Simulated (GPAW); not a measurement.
# WS2 (Tungstenite): G0W0 on several meshes in GPAW

Aim: the GW shift of WS2 (Tungstenite) against the k mesh.

Method: LDA and many-body steps on it, plane waves, in GPAW 26.7.0.

### 1. The starting structure

Symmetry: R3m, No. 160, trigonal system. The conventional cell has a = 3.158 Å, b = 3.158 Å, c = 18.490 Å, α = 90.00°, β = 90.00°, γ = 120.00°. Nearest to W lie 6 S at 2.39 to 2.42 Å. S has 3 W at 2.39 Å nearest. Nearest to S lie 3 W at 2.42 Å. Farther neighbours and most contacts between anions are not listed.

Coordinates:

```cif
data_structure
_symmetry_space_group_name_H-M 'R3m:H'
_symmetry_Int_Tables_number 160
_cell_length_a 3.1580
_cell_length_b 3.1580
_cell_length_c 18.4900
_cell_angle_alpha 90.000
_cell_angle_beta 90.000
_cell_angle_gamma 120.000
_cell_volume 159.70
loop_
_atom_site_label
_atom_site_type_symbol
_atom_site_symmetry_multiplicity
_atom_site_Wyckoff_symbol
_atom_site_fract_x
_atom_site_fract_y
_atom_site_fract_z
_atom_site_occupancy
W1 W 3 a 0.00000 0.00000 0.00000 1
S1 S 3 a 0.66667 0.33333 0.08363 1
S2 S 3 a 0.33333 0.66667 0.24767 1
```

The cell and positions come from the Crystallography Open Database and are kept as given unless a step says otherwise. Spin-orbit coupling is left out unless a step names it.

### 2. Empty states on the mesh, 6×6×6 mesh, 254 bands

This step: GPAW 26.7.0; DFT, LDA, plane waves, PAW.

The sums over transitions need many empty states on a uniform mesh; this step solves for them.

File run.py:

```python
import json
import numpy as np
from gpaw.mpi import world
from gpaw import GPAW

calc = GPAW('gs.gpw').fixed_density(kpts={'size': (6, 6, 6), 'gamma': True},
    parallel={'domain': 1, 'band': 1},
    txt='nscf.txt')
calc.diagonalize_full_hamiltonian(nbands=254)
calc.write('full.gpw', mode='all')
res = {}
kpts = calc.get_ibz_k_points()
res['kpts'] = kpts
res['eigenvalues'] = [calc.get_eigenvalues(kpt=k) for k in range(len(kpts))]
res['n_electrons'] = calc.get_number_of_electrons()

if world.rank == 0:
    with open('result.json', 'w') as f:
        json.dump(res, f, default=lambda x: x.tolist())
```

Launch:

```
mpirun -n 4 gpaw python run.py
```

Numbers of over 12 decimals in the logs are rounded to 6 here.

Log:

```text
Diagonalizing LCAO Hamiltonian
Converting LCAO to pw mode
convergence criteria:
- Maximum integral of absolute [eigenst]ate change: 4e-08 eV^2 / valence electron
maximum number of iterations: 100

SCF iterations
|iter     |     time |      energy | eigst |  dens |
|iter:   1|  |             | +0.50 |       |
|iter:   2|  |             | -1.10 |       |
|iter:   3|  |             | -2.56 |       |
|iter:   4|  |             | -3.81 |       |
|iter:   5|  |             | -4.95 |       |
|iter:   6|  |             | -6.13 |       |
|iter:   7|  |             | -7.20 |       |
|iter:   8|  |             | -7.74c|       |
SCF steps: 8
  __  _  _
 | _ |_)|_||  |
 |__||  | ||/\| - 26.7.0

Input parameters:
  mode=PW(ecut=450.000000),
  convergence={'density': 1e-06, 'bands': -3},
  gpts=array([32, 32, 32]),
  kpts=MonkhorstPack(size=(6, 6, 6), gamma=True),
  maxiter=100,
  nbands=20,
  occupations=Occupations(name='fermi-dirac', width=0.001, fixmagmom=False),
  parallel={'domain': 1, 'band': 1},
  xc=XC(name='LDA')
Matrix size: 1182x1182
# Writing to full.gpw (mode='all')
  [... matrices ...]

timing:  # [seconds]
  Total: 20.309  # ━━━━━━━━━━━━━━━━━━━━━━━━━━━━━━━━━━━━━━━━━━━━━━━━━━━━━━━━━━
```

The job ended after 28 s (4 MPI ranks of Arm Neoverse V1, shared host; peak memory 1.5 GiB).

Numbers from this step:

```
gap                                                           : 0.9419 eV
k of the valence top                                          : 0.5, 0.5, 0.5
k of the conduction bottom                                    : 0.1667, 0, -0.1667
least direct gap                                              : 1.879 eV
k points computed                                             : 32
lowest point of the top converged band, above the valence top : 144.9260 eV
```

On this mesh the gap is 0.942 eV.

### 3. 6×6×6

Now the one-shot GW correction: screening in the RPA, then the self-energy of the levels asked for.

This step: G0W0 on LDA, plane waves, PAW.

File run.py:

```python
import json
import numpy as np
from gpaw.mpi import world
from gpaw.response.g0w0 import G0W0

gw = G0W0('full.gpw',
    filename='gw',
    kpts=[0, 1, 20, 31],
    bands=(11, 15),
    ecut=96,
    nbands=113,
    integrate_gamma='WS',
    ppa=True)
gw.calculate()
res = {mode: {k: v for k, v in r.items() if k != 'sigma_eskwn'}
       for mode, r in gw.all_results.items()}

if world.rank == 0:
    with open('result.json', 'w') as f:
        json.dump(res, f, default=lambda x: x.tolist())
```

Launch:

```
mpirun -n 4 gpaw python run.py
```

Log:

```text
Using integrator: PointIntegrator
FrequencyGridDescriptor(from 0.000+0.000j to 0.000+27.211j eV, 2 points)
Nonperiodic BCs:  [False False False]
Using integrator: PointIntegrator
FrequencyGridDescriptor(from 0.000+0.000j to 0.000+27.211j eV, 2 points)
Nonperiodic BCs:  [False False False]
  ___  _ _ _
 |   || | | |
 | | || | | |
 |__ ||_____|
 |___|

BZ k-points: Symmetries present (total): 6

  [... matrices ...]
216 k-points: 6 x 6 x 6 Monkhorst-Pack grid + [1/12,1/12,1/12]
32 k-points in the irreducible part of the Brillouin zone
       k-points in crystal coordinates                weights
   0:     0.00000000    0.00000000    0.00000000          1/216
   1:     0.16666667    0.00000000   -0.16666667          6/216
   2:     0.16666667    0.00000000    0.00000000          6/216
   3:     0.16666667    0.16666667   -0.16666667          6/216
   4:     0.16666667    0.16666667    0.00000000          6/216
   5:     0.16666667    0.16666667    0.16666667          2/216
   6:     0.33333333   -0.16666667   -0.16666667          6/216
   7:     0.33333333    0.00000000   -0.33333333          6/216
   8:     0.33333333    0.00000000   -0.16666667         12/216
   9:     0.33333333    0.00000000    0.00000000          6/216
          ...
  31:     0.50000000    0.50000000    0.50000000          1/216

Distributing spins, k-points and bands (1 x 4 x 4) over 4 processes
Number of blocks: 1

Quasi particle states:
k-points (IBZ indices): [0, 1, 20, 31]
Band range: (11, 15)
  [... matrices ...]
Computational parameters:
Plane wave cut-off: 96 eV
Number of bands: 113
Coulomb cutoff: None
Broadening: 0.1 eV

fxc modes: GW
Kernel: RPA
Using Godby-Needs plasmon-pole approximation:
  Fitting energy: i*E0, E0 = 1.000 Hartree
Summing all q:

Calculating screened Coulomb potential
No Coulomb truncation
FrequencyGridDescriptor(from 0.000+0.000j to 0.000+27.211j eV, 2 points)
Removing empty qpoint cache files...

Calculating chi0 body with:
    Ground state adapter containing:
    Number of spins: 1
    Number of kpoints: 216
    Number of irreducible kpoints: 32
    Number of completely occupied states: 13
    Number of partially occupied states: 13
    Occupied states memory: 6.5 M / cpu

    Linear response parametrization:
    q_c: [1.3877787807814457e-17, 1.3877787807814457e-17, 1.3877787807814457e-17]
    Number of frequency points: 2
    Planewave cutoff: 96.0
    Number of bands: 113
    Number of planewaves: 129
    Broadening (eta): 1e-06
    comm.size: 4
    kncomm.size: 4
    blockcomm.size: 1

    Memory estimate of potentially large arrays:
        chi0_wGG: 0.507843 M / cpu
Integrating chi0 body.

Symmetries of q_c:
    Direct symmetries (Uq -> q): 6
    Indirect symmetries (TUq -> q): 6
In total 12 allowed symmetries.

  [... matrices ...]
32 groups of equivalent kpoints. 85.185185% reduction.

Integral kind: response function
Integrating chi0 head and wings.

Symmetries of q_c:
    Direct symmetries (Uq -> q): 6
    Indirect symmetries (TUq -> q): 6
In total 12 allowed symmetries.

  [... matrices ...]
32 groups of equivalent kpoints. 85.185185% reduction.

Integral kind: response function wings

Calculating chi0 body with:
    Ground state adapter containing:
    Number of spins: 1
    Number of kpoints: 216
    Number of irreducible kpoints: 32
    Number of completely occupied states: 13
    Number of partially occupied states: 13
[... the further q-points ...]

Results:
f:      Occupation numbers
eps:     KS-eigenvalues [eV]
vxc:     KS vxc [eV]
exx:     Exact exchange [eV]
sigma:   Self-energies [eV]
dsigma:  Self-energy derivatives
Z:       Renormalization factors
qp:      QP-energies [eV]

k-point 0 (0): (0.000, 0.000, 0.000)                GW
band       f     eps     vxc     exx   sigma  dsigma       Z      qp
                                                                   GW
  11   1.000   7.043 -16.497 -18.603   1.957  -0.269   0.788   6.926
  12   1.000   7.345 -17.166 -18.265   1.293  -0.264   0.791   7.499
  13   0.000  10.753 -18.513 -13.705  -3.711  -0.262   0.793  11.622
  14   0.000  10.753 -18.513 -13.705  -3.711  -0.262   0.793  11.622

k-point 1 (1): (0.167, 0.000, -0.167)                GW
band       f     eps     vxc     exx   sigma  dsigma       Z      qp
                                                                   GW
  11   1.000   6.845 -16.850 -19.177   2.161  -0.273   0.785   6.715
  12   1.000   7.021 -18.353 -19.527   1.473  -0.269   0.788   7.256
[...]
k-point 2 (20): (0.500, 0.167, -0.167)                GW
band       f     eps     vxc     exx   sigma  dsigma       Z      qp
                                                                   GW
[...]
k-point 3 (31): (0.500, 0.500, 0.500)                GW
band       f     eps     vxc     exx   sigma  dsigma       Z      qp
                                                                   GW
[...]
12   1.000   8.593 -19.178 -19.471   0.701  -0.265   0.790   8.916
  13   0.000  10.869 -18.679 -13.819  -3.760  -0.264   0.791  11.739
  14   0.000  10.869 -18.679 -13.819  -3.760  -0.264   0.791  11.739
```

It took 11 min on 4 MPI ranks; peak memory 2.8 GiB.

This step gave:

```
G0W0 gap on the mesh                         : 1.358 eV
least direct G0W0 gap on the computed points : 2.520 eV
Z at the valence top                         : 0.7904
Z at the conduction bottom                   : 0.7989
starting gap on the mesh                     : 0.9419 eV
k of the valence top                         : 0.5, 0.5, 0.5
k of the conduction bottom                   : 0.1667, 0, -0.1667
```

The gap on the mesh goes from 0.94 eV to 1.36 eV, a correction of +0.42 eV.

### 4. Empty states on the mesh, 4×4×4 mesh, 123 bands

This step: DFT, LDA, plane waves, PAW.

File run.py:

```python
import json
import numpy as np
from gpaw.mpi import world
from gpaw import GPAW

calc = GPAW('gs.gpw').fixed_density(kpts={'size': (4, 4, 4), 'gamma': True},
    parallel={'domain': 1, 'band': 1},
    txt='nscf.txt')
calc.diagonalize_full_hamiltonian(nbands=123)
calc.write('full.gpw', mode='all')
res = {}
kpts = calc.get_ibz_k_points()
res['kpts'] = kpts
res['eigenvalues'] = [calc.get_eigenvalues(kpt=k) for k in range(len(kpts))]
res['n_electrons'] = calc.get_number_of_electrons()

if world.rank == 0:
    with open('result.json', 'w') as f:
        json.dump(res, f, default=lambda x: x.tolist())
```

Launch:

```
mpirun -n 4 gpaw python run.py
```

Log:

```text
Diagonalizing LCAO Hamiltonian
Converting LCAO to pw mode
convergence criteria:
- Maximum integral of absolute [eigenst]ate change: 4e-08 eV^2 / valence electron
maximum number of iterations: 100

SCF iterations
|iter     |     time |      energy | eigst |  dens |
|iter:   1|  |             | +0.49 |       |
|iter:   2|  |             | -1.09 |       |
|iter:   3|  |             | -2.61 |       |
|iter:   4|  |             | -3.85 |       |
|iter:   5|  |             | -5.04 |       |
|iter:   6|  |             | -6.21 |       |
|iter:   7|  |             | -7.35 |       |
|iter:   8|  |             | -7.85c|       |
SCF steps: 8
  __  _  _
 | _ |_)|_||  |
 |__||  | ||/\| - 26.7.0

Input parameters:
  mode=PW(ecut=450.000000),
  convergence={'density': 1e-06, 'bands': -3},
  gpts=array([32, 32, 32]),
  kpts=MonkhorstPack(size=(4, 4, 4), gamma=True),
  maxiter=100,
  nbands=20,
  occupations=Occupations(name='fermi-dirac', width=0.001, fixmagmom=False),
  parallel={'domain': 1, 'band': 1},
  xc=XC(name='LDA')
Matrix size: 1179x1179
# Writing to full.gpw (mode='all')
  [... matrices ...]

timing:  # [seconds]
  Total: 10.019  # ━━━━━━━━━━━━━━━━━━━━━━━━━━━━━━━━━━━━━━━━━━━━━━━━━━━━━━━━━━
```

Elapsed: 16 s, on 4 MPI ranks; peak memory 1.3 GiB.

Numbers from this step:

* gap: 1.290 eV
* k of the valence top: 0.5, 0.5, 0.5
* k of the conduction bottom: 0.25, 0, 0
* least direct gap: 2.276 eV
* k points computed: 13
* lowest point of the top converged band, above the valence top: 79.4307 eV

On this mesh the gap is 1.290 eV.

### 5. 4×4×4

This step: G0W0 on LDA, plane waves, PAW.

File run.py:

```python
import json
import numpy as np
from gpaw.mpi import world
from gpaw.response.g0w0 import G0W0

gw = G0W0('full.gpw',
    filename='gw',
    kpts=[0, 2, 12],
    bands=(11, 15),
    ecut=96,
    nbands=113,
    integrate_gamma='WS',
    ppa=True)
gw.calculate()
res = {mode: {k: v for k, v in r.items() if k != 'sigma_eskwn'}
       for mode, r in gw.all_results.items()}

if world.rank == 0:
    with open('result.json', 'w') as f:
        json.dump(res, f, default=lambda x: x.tolist())
```

Launch:

```
mpirun -n 4 gpaw python run.py
```

Log:

```text
Using integrator: PointIntegrator
FrequencyGridDescriptor(from 0.000+0.000j to 0.000+27.211j eV, 2 points)
Nonperiodic BCs:  [False False False]
Using integrator: PointIntegrator
FrequencyGridDescriptor(from 0.000+0.000j to 0.000+27.211j eV, 2 points)
Nonperiodic BCs:  [False False False]
  ___  _ _ _
 |   || | | |
 | | || | | |
 |__ ||_____|
 |___|

BZ k-points: Symmetries present (total): 6

  [... matrices ...]
64 k-points: 4 x 4 x 4 Monkhorst-Pack grid + [1/8,1/8,1/8]
13 k-points in the irreducible part of the Brillouin zone
       k-points in crystal coordinates                weights
   0:     0.00000000    0.00000000    0.00000000          1/64
   1:     0.25000000    0.00000000   -0.25000000          6/64
   2:     0.25000000    0.00000000    0.00000000          6/64
[...]
9:     0.50000000    0.25000000    0.25000000          6/64
          ...
  12:     0.50000000    0.50000000    0.50000000          1/64

Distributing spins, k-points and bands (1 x 3 x 4) over 4 processes
Number of blocks: 1

Quasi particle states:
k-points (IBZ indices): [0, 2, 12]
Band range: (11, 15)
  [... matrices ...]
Computational parameters:
Plane wave cut-off: 96 eV
Number of bands: 113
Coulomb cutoff: None
Broadening: 0.1 eV

fxc modes: GW
Kernel: RPA
Using Godby-Needs plasmon-pole approximation:
  Fitting energy: i*E0, E0 = 1.000 Hartree
Summing all q:

Calculating screened Coulomb potential
No Coulomb truncation
FrequencyGridDescriptor(from 0.000+0.000j to 0.000+27.211j eV, 2 points)
Removing empty qpoint cache files...

Calculating chi0 body with:
    Ground state adapter containing:
    Number of spins: 1
    Number of kpoints: 64
    Number of irreducible kpoints: 13
    Number of completely occupied states: 13
[...]
chi0_wGG: 0.507843 M / cpu
Integrating chi0 body.

Symmetries of q_c:
    Direct symmetries (Uq -> q): 6
    Indirect symmetries (TUq -> q): 6
In total 12 allowed symmetries.

  [... matrices ...]
13 groups of equivalent kpoints. 79.6875% reduction.

Integral kind: response function
Integrating chi0 head and wings.

Symmetries of q_c:
    Direct symmetries (Uq -> q): 6
    Indirect symmetries (TUq -> q): 6
In total 12 allowed symmetries.

  [... matrices ...]
13 groups of equivalent kpoints. 79.6875% reduction.

Integral kind: response function wings

Calculating chi0 body with:
    Ground state adapter containing:
    Number of spins: 1
    Number of kpoints: 64
    Number of irreducible kpoints: 13
    Number of completely occupied states: 13
    Number of partially occupied states: 13
    Occupied states memory: 6.5 M / cpu

    Linear response parametrization:
[... the further q-points ...]

Results:
f:      Occupation numbers
eps:     KS-eigenvalues [eV]
vxc:     KS vxc [eV]
exx:     Exact exchange [eV]
sigma:   Self-energies [eV]
dsigma:  Self-energy derivatives
Z:       Renormalization factors
qp:      QP-energies [eV]

k-point 0 (0): (0.000, 0.000, 0.000)                GW
band       f     eps     vxc     exx   sigma  dsigma       Z      qp
                                                                   GW
  11   1.000   7.043 -16.497 -18.587   1.920  -0.268   0.789   6.909
  12   1.000   7.345 -17.166 -18.194   1.191  -0.263   0.792   7.474
  13   0.000  10.753 -18.513 -13.691  -3.684  -0.261   0.793  11.656
[...]
k-point 1 (2): (0.250, 0.000, 0.000)                GW
band       f     eps     vxc     exx   sigma  dsigma       Z      qp
                                                                   GW
[...]
k-point 2 (12): (0.500, 0.500, 0.500)                GW
band       f     eps     vxc     exx   sigma  dsigma       Z      qp
                                                                   GW
[...]
13   0.000  10.869 -18.679 -13.814  -3.722  -0.263   0.792  11.774
  14   0.000  10.869 -18.679 -13.814  -3.722  -0.263   0.792  11.774
```

Wall time 91 s (4 MPI ranks); peak memory 1.6 GiB.

Numbers from this step:

- G0W0 gap on the points computed: 1.788 eV
- least direct G0W0 gap on the computed points: 2.882 eV
- Z at the valence top: 0.7905
- Z at the conduction bottom: 0.7975
- starting gap on the mesh: 1.290 eV
- k of the valence top: 0.5, 0.5, 0.5
- k of the conduction bottom: 0.25, 0, 0

Against G0W0 in GPAW (6×6×6 mesh, 113 bands, screening to 96 eV, Godby-Needs plasmon pole), the gap moves by +0.430 eV.

### 6. Side by side

Times are wall times on 4 MPI ranks of Arm Neoverse V1, shared host, good to a factor of about two.

| run | mesh | bands | screening cutoff (eV) | DFT gap (eV) | gap on the mesh (eV) | direct (eV) | time |
| --- | --- | --- | --- | --- | --- | --- | --- |
| 6×6×6 | 6×6×6 | 113 | 96 | 0.942 | 1.358 | 2.520 | 11 min |
| 4×4×4 | 4×4×4 | 113 | 96 | 1.290 | 1.788 | 2.882 | 91 s |

### 7. Outcome

* 6×6×6: 1.358 eV
* 4×4×4: 1.788 eV
* known limits: not at the basis limit; no spin-orbit coupling

What this shows: 4×4×4: +0.430 eV against 6×6×6, +0.348 eV of it in the start. Bands and cutoff are finite, so the gap is not at the basis limit. The miss can reach some tenths of an eV and take either sign; the mesh is an error of its own. These stock PAW sets were not made for GW; the filled d or f shell of W lies in the frozen core, which bears on start and correction. The many-body steps are scalar-relativistic: spin-orbit coupling is not in them.

[Paths, hosts, dates, memory and timing lines, banners, echoed tables and standing remarks are left out of the program output.]

[Logs are printed without paths, hosts, clocks, repeated set-up lines and the standing remarks that a program may print on its own settings, such as how far it seeks lower states.]

[Runs of the session that timed out or met a known fault of the program may be left out.]

[Hosts, paths, dates, database ids (printed as entryN), source tags and the programs' standing remarks are cut or masked in the printed files.]
